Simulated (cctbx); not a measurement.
# Symmetry from intensities

Cell: a = 4.7020 Å, b = 4.7020 Å, c = 9.3150 Å, α = 90.00°, β = 90.00°, γ = 90.00°. Expected content of the cell: Sm1 La1 In6.

Simulated single-crystal data (cctbx): Mo Kα, λ = 0.71073 Å, to d = 0.7 Å, 95 % of the full sphere, strongest reflection 5000 counts, noise from counting, a 2 % proportional error and a noise floor of 2 counts (s.d.); no absorption.

Tests on the unmerged data give:

```text
2362 reflections to d = 0.700 A
centring   violations  <I/sigma> of those
    A        164 of  1182      4.7
    B        176 of  1182      4.7
    C         28 of  1176      1.2
    I         28 of  1179      1.1
    R        237 of  1571      4.8
    F        184 of  1770      3.5
Laue class    unique    Rint  (classes that these axes allow; Friedel mates merged)
P -1             1245   0.022
P 1 2/m 1         696   0.027
P 1 1 2/m         666   0.027
P 2/m 1 1         696   0.027
P m m m           405   0.030
P 4/m             340   0.030
P 4/m m m         232   0.030
space group    extra absences  I>4sigma  <I/sigma>
P 4 2 2                 0          0         -  acentric
P 41 2 2               20          0       0.8  acentric
P 42 2 2               14          0       0.2  acentric
P 43 2 2               20          0       0.8  acentric
P 4 m m                 0          0         -  acentric
P 4 b m               253          6       1.2  acentric
P 42 c m              251          0       0.2  acentric
P 42 n m              246          6       1.2  acentric
P 4 c c               414          0       0.2  acentric
P 4 n c               409          6       0.8  acentric
P 42 m c              177          0       0.2  acentric
P 42 b c              430          6       0.8  acentric
P -4 2 m                0          0         -  acentric
P -4 2 c              177          0       0.2  acentric
P -4 21 c             189          1       0.3  acentric
P -4 m 2                0          0         -  acentric
P -4 c 2              251          0       0.2  acentric
P -4 b 2              253          6       1.2  acentric
P -4 n 2              246          6       1.2  acentric
P 4/m m m               0          0         -  centric
P 4/m c c             414          0       0.2  centric
P 4/n n c :1          466         10       1.0  centric
P 4/n n c :2          466         10       1.0  centric
P 4/m b m             253          6       1.2  centric
P 4/m n c             409          6       0.8  centric
P 4/n c c :1          483          5       0.5  centric
P 4/n c c :2          483          5       0.5  centric
P 42/m m c            177          0       0.2  centric
P 42/m c m            251          0       0.2  centric
P 42/n b c :1         487         10       1.0  centric
P 42/n b c :2         487         10       1.0  centric
P 42/m b c            430          6       0.8  centric
P 42/m n m            246          6       1.2  centric
P 42/n m c :1         246          5       0.8  centric
P 42/n m c :2         246          5       0.8  centric
P 42/n c m :1         320          5       0.7  centric
P 42/n c m :2         320          5       0.7  centric
Wilson B = 0.07 A^2   <|E^2-1|> = 1.402 (0.968 centric, 0.736 acentric)   E^2>4: 7.2 %
shell (A)         n   <I/sigma>
 9.32 - 1.40     41     17.6
 1.40 - 1.11     29      9.7
 1.11 - 0.97     29     17.4
 0.97 - 0.88     27     19.5
 0.88 - 0.82     27      6.8
 0.82 - 0.77     27     23.3
 0.77 - 0.73     28      9.3
 0.73 - 0.70     24     14.5
```

**Question.** What are the lattice type, the Laue class and the likely space group?

Every centring test has many violations, so the lattice is primitive.

Rint stays low (0.022 to 0.030) up to P 4/m m m, the highest class in these axes.

37 settings pass the absence test. The most absences obeyed, 487, belong to P 42/n b c alone.

⟨|E²−1|⟩ = 1.402 is above even the centric ideal, a mark of pseudo-translation (a class of systematically weak reflections). The Wilson B of 0.07 Å² means U ≈ 0.0009 Å², too small to be real: the Wilson fit fails with so few reflections and atoms.

The true group is P4/mmm (no. 123), Laue class 4/mmm, centrosymmetric. It passes the tests but isn't the first choice, because the arrangement of the atoms makes further classes of reflections very weak or absent.

The model is made up (kin elements in a known structure type, no relaxation), so it says nothing on whether the phase exists.

[Logs are printed without paths, hosts, clocks, repeated set-up lines and the standing remarks that a program may print on its own settings, such as how far it seeks lower states.]
